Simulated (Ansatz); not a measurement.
# KAg: relaxing a made-up structure

This structure for KAg is made up. Its elements were placed in a known structure type with a cell scaled to their sizes. What cell does the guess relax to, and how far off was it?

Method: DFT, r2SCAN, plane-wave PAW, files of the set soft_1, scalar-relativistic, no spin, cell and ions relaxed at zero pressure; PAW set soft_1, in the first sound run; inputs show where later runs differ, in Ansatz 0.2.0.

### Step 1. The structure

It takes space group P4/mmm (No. 123, tetragonal). The conventional cell has a = 4.039 Å, b = 4.039 Å, c = 5.279 Å, α = 90.00°, β = 90.00°, γ = 90.00°. Nearest to Ag lie 8 K at 3.89 Å. Nearest to K lie 8 Ag at 3.89 Å and 4 K at 4.04 Å. Farther neighbours are not listed.

### Step 2. Relaxing cell and atoms

The guess takes its coordinates from another compound and its volume from a rule, so the cell and any free coordinates are relaxed together.

input.yaml reads:

```yaml
crystal:
  lattice:
    - [4.039, 0.0, 0.0]
    - [0.0, 4.039, 0.0]
    - [0.0, 0.0, 5.279]
  atoms:
    - { symbol: Ag, position: [0.0, 0.0, 0.0] }
    - { symbol: K, position: [0.5, 0.5, 0.5] }
kpoints:
  mp_grid: { grid: [7, 7, 5] }
scf:
  occupations: { method: fermi_dirac, width: 0.05 }
hamiltonian:
  xc: r2scan
  pseudopotentials: { kind: paw, azcp: { folder: soft_1 } }
relax:
  f_tol: 0.015
  max_steps: 70
  cell: {}
output:
  forces: true
  stress: true
```

Launch:

```bash
$ ansatz run input.yaml --threads 4 --pin off --max-ram 8192MiB --backend cpu --events-out ev --progress --plain --runs-dir out
```

Numbers of over 12 decimals in the logs are rounded to 6 here.

The program printed:

```text
Engine: ansatz 0.2.0, aarch64-unknown-linux-gnu
Pseudopotentials: kind: paw
Pseudopotential: Ag, paw, valence charge 19, recommended cutoff 500 eV (meta_gga), soft_1/Ag.paw.azcp
Pseudopotential: K, paw, valence charge 9, recommended cutoff 500 eV (meta_gga), soft_1/K.paw.azcp
Functional definition: r2SCAN
  parameter k0 = 0.174
  parameter k1 = 0.065
  parameter a1 = 4.9479
  exchange = r2scan_x(k0 = k0, k1 = k1, a1 = a1)
  correlation = r2scan_c
Crystal: 2 atoms, lattice volume = 86.119 Å³
Basis set: ecut = 500 eV, 2163 PW (Γ), exchange–correlation on 120×120×160 points (64 copies of the dense FFT grid, shifted against one another)
Bands: 18, of which v1, the nominal top of the filled ones, is band 14 counted from 1 (13 counted from 0)
Symmetry: 16 space group operations
Space group: P4/mmm (ITA 123), of the structure as read, at distance tolerance 4.4e-5 Å
k-points: 30 of 245
Non-local potential: Ag, projectors of the file, l = 0: 3, l = 1: 2, l = 2: 2, l = 3: 1
Non-local potential: K, projectors of the file, l = 0: 3, l = 1: 2, l = 2: 2
PAW form: soft (Blöchl's): semilocal exchange-correlation on the pseudo side does not see the compensation charge
PAW frozen core: Ag, regenerated for the run's functional (the file was generated under x = pbe(κ = 0.804, μ = 0.219515), c = pbe(β = 0.066725))
PAW frozen core: K, regenerated for the run's functional (the file was generated under x = pbe(κ = 0.804, μ = 0.219515), c = pbe(β = 0.066725))
PAW one-centre angular grid: Ag, 590 points (default); XC on 160 Gauss nodes
PAW one-centre angular grid: K, 302 points (default); XC on 160 Gauss nodes
Initial density: superposition of atomic densities (chi_scale 0.1, normalization cell, long waves kept (reshape's long-wave potential 0.00 eV rms))
Initial wavefunctions: pseudopotential atomic-orbital guess
Functional: x = r2scan, c = r2scan; τ floored in thin density (d = 2e-4 eV/Å³)
SCF iter   1: F=—  HF=-9146.959903 eV  |F-HF|=—  |Δ(HF+E_count)|=         —  Δρ=5.85e-2  dr2=4.42e0  dr2_τ=8.44e-2  ethr=3.10e-3  ⟨swp⟩=6.4  Hψ=2888  notcnv=0
preconditioner: auto → Resta (q_TF=auto, 2.262 Å⁻¹)  ε∞=9.8  [insulator: Δε(μ)=0.169 eV  Ē_g=4.685 eV  σ=0.050 eV  W_gap=0.64  n_scr=18 (ndim 8)  ℏωp=13.9 eV  f_vac=0.003  D(μ)=0.60/eV (n_scr^D=0)  ε∞_Penn≈9.8]
SCF iter   2: F=—  HF=-9145.943072 eV  |F-HF|=—  |Δ(HF+E_count)|=    1.02e0  Δρ=1.69e-2  dr2=2.37e-1  dr2_τ=5.12e-2  ethr=3.10e-3  ⟨swp⟩=2.8  Hψ=1386  notcnv=0
SCF iter   3: F=—  HF=-9145.928319 eV  |F-HF|=—  |Δ(HF+E_count)|=   1.48e-2  Δρ=7.70e-3  dr2=8.37e-2  dr2_τ=2.08e-3  ethr=8.46e-4  ⟨swp⟩=3.2  Hψ=1280  notcnv=0
SCF iter   4: F=—  HF=-9145.914296 eV  |F-HF|=—  |Δ(HF+E_count)|=   1.40e-2  Δρ=1.99e-3  dr2=4.79e-3  dr2_τ=2.02e-4  ethr=2.99e-4  ⟨swp⟩=3.2  Hψ=1066  notcnv=0
SCF iter   5: F=—  HF=-9145.913836 eV  |F-HF|=—  |Δ(HF+E_count)|=   4.60e-4  Δρ=5.50e-4  dr2=2.79e-4  dr2_τ=1.94e-5  ethr=1.71e-5  ⟨swp⟩=2.3  Hψ=1081  notcnv=0
SCF iter   6: F=—  HF=-9145.914172 eV  |F-HF|=—  |Δ(HF+E_count)|=   3.36e-4  Δρ=1.10e-4  dr2=1.43e-5  dr2_τ=1.45e-6  ethr=9.95e-7  ⟨swp⟩=2.0  Hψ=849  notcnv=0
SCF iter   7: F=—  HF=-9145.914208 eV  |F-HF|=—  |Δ(HF+E_count)|=   3.59e-5  Δρ=3.47e-5  dr2=2.84e-6  dr2_τ=6.87e-8  ethr=5.12e-8  ⟨swp⟩=2.0  Hψ=814  notcnv=0
SCF iter   8: F=—  HF=-9145.914211 eV  |F-HF|=—  |Δ(HF+E_count)|=   3.18e-6  Δρ=1.48e-5  dr2=6.59e-7  dr2_τ=7.43e-9  ethr=1.01e-8  ⟨swp⟩=2.1  Hψ=738  notcnv=0
SCF iter   9: F=-9145.914211 eV  HF=-9145.914211 eV  |F-HF|=2.53e-8  |Δ(HF+E_count)|=   2.96e-7  Δρ=5.56e-6  dr2=5.63e-8  dr2_τ=1.12e-9  ethr=3.57e-10  ⟨swp⟩=3.0  Hψ=2071  notcnv=0
SCF 1 converged in 9 iterations: F = -9145.914211 eV  dr2 = 5.63e-8
  greatest PAW one-centre occupation: 1.003 electrons in one spin orbital (limit 2), on the Ag atom at site 0 (counted from 0), in its partial waves of l = 0
relax step   1: F+E_penalty+E_count = -9145.91421121 eV  Δ(F+E_penalty+E_count) = +0.000e0 eV  max|allowed force component| = 5.818e-29 eV/Å  Δτ_max = 0.0000 Å  P = -2.154 GPa  Ω = 86.119 Å³  (9 SCF iters, dr2 threshold 1.00e-7 eV, accepted)
Crystal: 2 atoms, lattice volume = 81.057 Å³
Basis set: ecut = 500 eV, 2075 PW (Γ), exchange–correlation on 120×120×160 points (64 copies of the dense FFT grid, shifted against one another)
Initial density: handed on by an earlier stage of this run
Initial wavefunctions: those handed on with the density
iter 1 solved again at ethr=3.41e-5 eV; its pass at ethr=3.10e-3 eV (dr2=9.56e-3 eV) is discarded
SCF iter   1: F=—  HF=-9145.887682 eV  |F-HF|=—  |Δ(HF+E_count)|=         —  Δρ=3.16e-3  dr2=1.00e-2  dr2_τ=1.17e-1  ethr=3.41e-5  ⟨swp⟩=2.2  Hψ=3582  notcnv=0
preconditioner: auto → Resta (q_TF=auto, 2.285 Å⁻¹)  ε∞=3.6  [insulator: Δε(μ)=0.228 eV  Ē_g=10.940 eV  σ=0.050 eV  W_gap=0.77  n_scr=18 (ndim 8)  ℏωp=17.5 eV  f_vac=0.044  D(μ)=0.38/eV (n_scr^D=0)  ε∞_Penn≈3.6]
SCF iter   2: F=—  HF=-9146.016365 eV  |F-HF|=—  |Δ(HF+E_count)|=   1.29e-1  Δρ=1.48e-3  dr2=1.40e-3  dr2_τ=1.33e-4  ethr=3.41e-5  ⟨swp⟩=3.0  Hψ=1200  notcnv=0
SCF iter   3: F=—  HF=-9146.016193 eV  |F-HF|=—  |Δ(HF+E_count)|=   1.73e-4  Δρ=7.06e-4  dr2=5.97e-4  dr2_τ=1.54e-5  ethr=5.01e-6  ⟨swp⟩=2.1  Hψ=1139  notcnv=0
SCF iter   4: F=—  HF=-9146.016011 eV  |F-HF|=—  |Δ(HF+E_count)|=   1.82e-4  Δρ=1.73e-4  dr2=2.98e-5  dr2_τ=4.20e-6  ethr=2.13e-6  ⟨swp⟩=2.1  Hψ=785  notcnv=0
SCF iter   5: F=—  HF=-9146.016026 eV  |F-HF|=—  |Δ(HF+E_count)|=   1.48e-5  Δρ=5.48e-5  dr2=3.17e-6  dr2_τ=1.84e-7  ethr=1.06e-7  ⟨swp⟩=2.4  Hψ=848  notcnv=0
SCF iter   6: F=—  HF=-9146.016027 eV  |F-HF|=—  |Δ(HF+E_count)|=   1.44e-6  Δρ=1.11e-5  dr2=3.14e-7  dr2_τ=9.68e-9  ethr=1.13e-8  ⟨swp⟩=2.0  Hψ=756  notcnv=0
SCF iter   7: F=-9146.016027 eV  HF=-9146.016027 eV  |F-HF|=2.95e-10  |Δ(HF+E_count)|=   8.33e-8  Δρ=1.96e-6  dr2=8.88e-9  dr2_τ=3.89e-10  ethr=7.14e-10  ⟨swp⟩=4.5  Hψ=1788  notcnv=0
SCF 2 converged in 7 iterations: F = -9146.016027 eV  dr2 = 8.88e-9
relax step   2: F+E_penalty+E_count = -9146.01602740 eV  Δ(F+E_penalty+E_count) = -1.018e-1 eV  max|allowed force component| = 4.930e-32 eV/Å  Δτ_max = 0.0000 Å  P = -1.883 GPa  Ω = 81.057 Å³  energy of the carried Pulay correction = +6.126e-4 eV  (7 SCF iters, dr2 threshold 2.00e-7 eV, accepted)
Crystal: 2 atoms, lattice volume = 75.484 Å³
Basis set: ecut = 500 eV, 1921 PW (Γ), exchange–correlation on 120×120×160 points (64 copies of the dense FFT grid, shifted against one another)
iter 1 solved again at ethr=5.45e-5 eV; its pass at ethr=3.10e-3 eV (dr2=1.53e-2 eV) is discarded
SCF iter   1: F=—  HF=-9145.944407 eV  |F-HF|=—  |Δ(HF+E_count)|=         —  Δρ=3.90e-3  dr2=1.60e-2  dr2_τ=1.44e-1  ethr=5.45e-5  ⟨swp⟩=2.0  Hψ=3386  notcnv=0
automatic band count: iteration 1 solves 17 bands in place of 18: the levels show a gap, and the empty bands left out lie too high to hold charge; the band table lists the bands solved (type scf.n_extra_bands for more)
preconditioner: auto → Resta (q_TF=auto, 2.313 Å⁻¹)  ε∞=4.0  [insulator: Δε(μ)=0.231 eV  Ē_g=10.394 eV  σ=0.050 eV  W_gap=0.70  n_scr=18 (ndim 8)  ℏωp=18.1 eV  f_vac=0.034  D(μ)=0.31/eV (n_scr^D=0)  ε∞_Penn≈4.0]
SCF iter   2: F=—  HF=-9146.103676 eV  |F-HF|=—  |Δ(HF+E_count)|=   1.59e-1  Δρ=1.78e-3  dr2=2.19e-3  dr2_τ=1.81e-4  ethr=5.45e-5  ⟨swp⟩=3.0  Hψ=1107  notcnv=0
SCF iter   3: F=—  HF=-9146.103287 eV  |F-HF|=—  |Δ(HF+E_count)|=   3.89e-4  Δρ=8.56e-4  dr2=9.65e-4  dr2_τ=2.38e-5  ethr=7.83e-6  ⟨swp⟩=1.4  Hψ=899  notcnv=0
SCF iter   4: F=—  HF=-9146.102972 eV  |F-HF|=—  |Δ(HF+E_count)|=   3.15e-4  Δρ=1.95e-4  dr2=3.15e-5  dr2_τ=3.84e-6  ethr=3.45e-6  ⟨swp⟩=2.1  Hψ=698  notcnv=0
SCF iter   5: F=—  HF=-9146.102983 eV  |F-HF|=—  |Δ(HF+E_count)|=   1.15e-5  Δρ=6.30e-5  dr2=4.73e-6  dr2_τ=1.82e-7  ethr=1.13e-7  ⟨swp⟩=2.0  Hψ=814  notcnv=0
SCF iter   6: F=—  HF=-9146.102984 eV  |F-HF|=—  |Δ(HF+E_count)|=   6.98e-7  Δρ=1.33e-5  dr2=4.72e-7  dr2_τ=9.74e-9  ethr=1.69e-8  ⟨swp⟩=2.0  Hψ=739  notcnv=0
SCF iter   7: F=-9146.102984 eV  HF=-9146.102984 eV  |F-HF|=2.74e-9  |Δ(HF+E_count)|=   4.26e-8  Δρ=2.45e-6  dr2=8.10e-9  dr2_τ=5.69e-10  ethr=7.14e-10  ⟨swp⟩=4.5  Hψ=1767  notcnv=0
SCF 3 converged in 7 iterations: F = -9146.102984 eV  dr2 = 8.10e-9
relax step   3: F+E_penalty+E_count = -9146.10298412 eV  Δ(F+E_penalty+E_count) = -8.696e-2 eV  max|allowed force component| = 3.254e-30 eV/Å  Δτ_max = 0.0000 Å  P = -1.445 GPa  Ω = 75.484 Å³  energy of the carried Pulay correction = +1.330e-3 eV  (7 SCF iters, dr2 threshold 2.00e-7 eV, accepted)
[...]
relax step   4: F+E_penalty+E_count = -9146.16234742 eV  Δ(F+E_penalty+E_count) = -5.936e-2 eV  max|allowed force component| = 6.557e-30 eV/Å  Δτ_max = 0.0000 Å  P = -0.707 GPa  Ω = 69.638 Å³  energy of the carried Pulay correction = +2.136e-3 eV  (7 SCF iters, dr2 threshold 2.00e-7 eV, accepted)
[...]
relax step   5: F+E_penalty+E_count = -9146.18288435 eV  Δ(F+E_penalty+E_count) = -2.054e-2 eV  max|allowed force component| = 3.944e-31 eV/Å  Δτ_max = 0.0000 Å  P = +0.258 GPa  Ω = 64.770 Å³  energy of the carried Pulay correction = +2.857e-3 eV  (7 SCF iters, dr2 threshold 2.00e-7 eV, accepted)
[...]
relax step   6: F+E_penalty+E_count = -9146.18866581 eV  Δ(F+E_penalty+E_count) = -5.781e-3 eV  max|allowed force component| = 4.930e-30 eV/Å  Δτ_max = 0.0000 Å  P = +0.309 GPa  Ω = 64.701 Å³  energy of the carried Pulay correction = +2.870e-3 eV  (8 SCF iters, dr2 threshold 2.00e-7 eV, accepted)
[...]
relax step   7: F+E_penalty+E_count = -9146.19825075 eV  Δ(F+E_penalty+E_count) = -9.585e-3 eV  max|allowed force component| = 3.116e-29 eV/Å  Δτ_max = 0.0000 Å  P = +0.011 GPa  Ω = 65.869 Å³  energy of the carried Pulay correction = +2.704e-3 eV  (9 SCF iters, dr2 threshold 2.00e-7 eV, accepted)
[...]
relax step   8: F+E_penalty+E_count = -9146.19842642 eV  Δ(F+E_penalty+E_count) = -1.757e-4 eV  max|allowed force component| = 1.578e-30 eV/Å  Δτ_max = 0.0000 Å  P = +0.012 GPa  Ω = 65.977 Å³  energy of the carried Pulay correction = +2.687e-3 eV  (8 SCF iters, dr2 threshold 1.55e-8 eV, accepted)
Basis set: ecut = 500 eV, 1679 PW (Γ), exchange–correlation on 120×120×120 points (64 copies of the dense FFT grid, shifted against one another)
Initial wavefunctions: pseudopotential atomic-orbital guess (no wavefunctions were taken with the density)
iter 1 solved again at ethr=2.87e-8 eV; its pass at ethr=3.10e-3 eV (dr2=8.03e-6 eV) is discarded
SCF iter   1: F=—  HF=-9146.197494 eV  |F-HF|=—  |Δ(HF+E_count)|=         —  Δρ=2.10e-4  dr2=2.52e-6  dr2_τ=3.11e-5  ethr=2.87e-8  ⟨swp⟩=3.2  Hψ=4266  notcnv=0
preconditioner: auto → Resta (q_TF=auto, 2.365 Å⁻¹)  ε∞=4.0  [insulator: Δε(μ)=0.197 eV  Ē_g=11.284 eV  σ=0.050 eV  W_gap=0.64  n_scr=18 (ndim 8)  ℏωp=19.4 eV  f_vac=0.021  D(μ)=0.52/eV (n_scr^D=0)  ε∞_Penn≈4.0]
SCF iter   2: F=—  HF=-9146.197500 eV  |F-HF|=—  |Δ(HF+E_count)|=   5.70e-6  Δρ=1.08e-4  dr2=6.63e-7  dr2_τ=1.04e-6  ethr=8.99e-9  ⟨swp⟩=3.0  Hψ=964  notcnv=0
SCF iter   3: F=—  HF=-9146.197502 eV  |F-HF|=—  |Δ(HF+E_count)|=   2.06e-6  Δρ=5.73e-6  dr2=1.41e-8  dr2_τ=3.26e-9  ethr=2.37e-9  ⟨swp⟩=2.0  Hψ=841  notcnv=0
SCF iter   4: F=—  HF=-9146.197502 eV  |F-HF|=—  |Δ(HF+E_count)|=   4.32e-9  Δρ=1.92e-6  dr2=1.09e-9  dr2_τ=3.14e-10  ethr=5.05e-11  ⟨swp⟩=2.0  Hψ=721  notcnv=0
SCF iter   5: F=—  HF=-9146.197502 eV  |F-HF|=—  |Δ(HF+E_count)|=   1.56e-9  Δρ=5.18e-7  dr2=9.68e-11  dr2_τ=3.57e-11  ethr=3.89e-12  ⟨swp⟩=2.0  Hψ=964  notcnv=0
SCF iter   6: F=—  HF=-9146.197502 eV  |F-HF|=—  |Δ(HF+E_count)|=  1.62e-10  Δρ=1.88e-7  dr2=3.86e-11  dr2_τ=1.71e-12  ethr=1.00e-12  ⟨swp⟩=5.6  Hψ=2228  notcnv=0
SCF iter   7: F=-9146.197502 eV  HF=-9146.197502 eV  |F-HF|=5.46e-12  |Δ(HF+E_count)|=  9.09e-12  Δρ=4.95e-8  dr2=1.45e-12  dr2_τ=1.94e-13  ethr=1.00e-12  ⟨swp⟩=5.4  Hψ=2164  notcnv=0
SCF 9 converged in 7 iterations: F = -9146.197502 eV  dr2 = 1.45e-12
relax step   9: F+E_penalty+E_count = -9146.19750217 eV  Δ(F+E_penalty+E_count) = +9.243e-4 eV  max|allowed force component| = 0.000e0 eV/Å  Δτ_max = 0.0000 Å  P = +0.004 GPa  Ω = 65.977 Å³  stress off target by 1.74e-2 GPa  SCF on the basis re-selected at this cell (its energy is not comparable with the rows above)  (7 SCF iters)
basis re-selected at this cell: Δ(F+E_penalty+E_count) = +9.243e-4 eV, ΔP = -0.008 GPa vs the last step (what re-selecting the basis moved, of the pressure what is left beyond the Pulay correction that the steps carried, after the strain that the cell walked since its last selection, with what the two solves' SCF thresholds leave and, on support functions, any second-order correction that the steps lacked; it is no measure of the basis error at this ecutwfc). The dense FFT grid was sized anew with the basis: this SCF ran on 30×30×30 points, the steps before it on 30×30×40, so part of this shift can come from that change (see relax.cell in the input reference). [rest of the remark cut]
SCF converged after 7 iterations
Free energy (F): -9146.197502 eV
Harris-Foulkes:  -9146.197502 eV  (|F-HF|=5.46e-12)
Internal energy: -9146.193490 eV  (E = F + TS)
E sigma→0 (E₀):  -9146.195496 eV
Entropy (-TS):   -0.004012 eV (-2.006 meV/atom)
Fermi energy:    6.614589 eV
--- Per-component energies (eV) ---
  E_band       = -548.997588
  E_kinetic    = 725.714616
  E_local      = -3895.709176  (includes V_loc(G=0)·N_el)
  E_nonlocal   = 46.145428
  E_hartree    = 1753.442286
  E_xc         = -283.960944
  E_vxc        = -408.609735  (∫ρ·V_xc dr)
  E_paw        = -4768.246781  (= ΣΔE_a)
  E_vpaw       = -551.641595  (= ΣTr[D̂ρ^β])
  E_aug_tail   = 0.000151  (compensation charges beyond the density's cutoff)
  E_vtau       = 28.218224  (kinetic-family band-sum trace: ∫τ·v_τ [+ j·A + Jᵃ·Aᵃ] dr)
  E_ewald      = -2722.873580
  E_core_change = -0.705491  (= ΣΔE_core)
  E_smearing   = -0.004012  (= −TS)
  E_closure    = -0.000000  (closes the sum)
  Σ components = -9146.197502   (vs F -9146.197502, Δ=0.00e0)
--- Forces (eV/Å), atoms counted from 1 ---
  atom   1  Ag     0.00000000     0.00000000     0.00000000
  atom   2  K      0.00000000     0.00000000     0.00000000
  max |Σ_I F_I| component: 0.00e0 eV/Å
--- Stress (GPa, compression-positive) ---
        0.015283       0.000000       0.000000
        0.000000       0.015283       0.000000
        0.000000       0.000000      -0.017419
  P = ⅓ Tr σ = 0.0044 GPa (0.044 kbar)
--- Relaxed structure (8 steps of the walk, 8 accepted, 1 SCFs on fresh bases) ---
  F+E_penalty+E_count = -9146.19750217 eV   max|allowed force component| = 0.000e0 eV/Å   (the final SCF, on the basis selected at the relaxed cell)
  cell:  # Å, volume = 65.9769 Å³
    - [4.093251, 0, 0.0]
    - [0, 4.093251, 0.0]
    - [0.0, 0.0, 3.937813]
  atoms:
    - { symbol: Ag, position: [0, 0, 0.0] }
    - { symbol: K, position: [0.5, 0.5, 0.500000] }
```

Run time: 25 s. Hardware: 4 threads of Arm Neoverse N1, shared host; peak memory 0.55 GiB.

Step by step:

| step | energy less that of the first step (eV) | largest force component (eV/Å) | pressure (GPa) | volume (Å³) |
| --- | --- | --- | --- | --- |
| 1 | 0.0000 | 0.0000 | -2.15 | 86.12 |
| 2 | -0.1018 | 0.0000 | -1.88 | 81.06 |
| 3 | -0.1888 | 0.0000 | -1.45 | 75.48 |
| 4 | -0.2481 | 0.0000 | -0.71 | 69.64 |
| 5 | -0.2687 | 0.0000 | 0.26 | 64.77 |
| 6 | -0.2745 | 0.0000 | 0.31 | 64.70 |
| 7 | -0.2840 | 0.0000 | 0.01 | 65.87 |
| 8 | -0.2842 | 0.0000 | 0.01 | 65.98 |
| 9* | -0.2833 | 0.0000 | 0.00 | 65.98 |

Relaxation steps marked * repeat the geometry before them on a plane-wave basis chosen anew for their cell, so energy and pressure can jump there.

The run keeps the 16 symmetry operations that it works with, so distortions that break them were not tested.

| cell as run | before | after | change |
| --- | --- | --- | --- |
| a (Å) | 4.039 | 4.093 | +1.3 % |
| b (Å) | 4.039 | 4.093 | +1.3 % |
| c (Å) | 5.279 | 3.938 | -25.4 % |
| volume (Å³/atom) | 43.06 | 32.99 | -23.4 % |

The relaxed structure:

```xyz
2
Lattice="4.0933 0.0000 0.0000 0.0000 4.0933 0.0000 0.0000 0.0000 3.9378" Properties=species:S:1:pos:R:3 pbc="T T T"
Ag    0.0000    0.0000    0.0000
K     2.0466    2.0466    1.9689
```

This step gave:

```
free energy             : -9146.1975 eV
energy at zero smearing : -9146.1955 eV
smearing term TS        : 0.004012 eV
Fermi energy            : 6.615 eV
electrons               : 28
symmetry operations     : 16
pressure                : 0.004382 GPa
```

Shortest distances by pair of elements, guess and relaxed (not always the same contact):

| pair | guess (Å) | relaxed (Å) |
| --- | --- | --- |
| Ag–K | 3.889 | 3.501 |
| Ag–Ag | 4.039 | 3.938 |
| K–K | 4.039 | 3.938 |

The relaxation ends with a pressure of 0.00 GPa.

(Part 1 of 2 ends here.)

[Logs are printed without paths, hosts, clocks, repeated set-up lines and the standing remarks that a program may print on its own settings, such as how far it seeks lower states.]

[Hosts, paths, dates, database ids (printed as entryN), source tags and the programs' standing remarks are cut or masked in the printed files.]
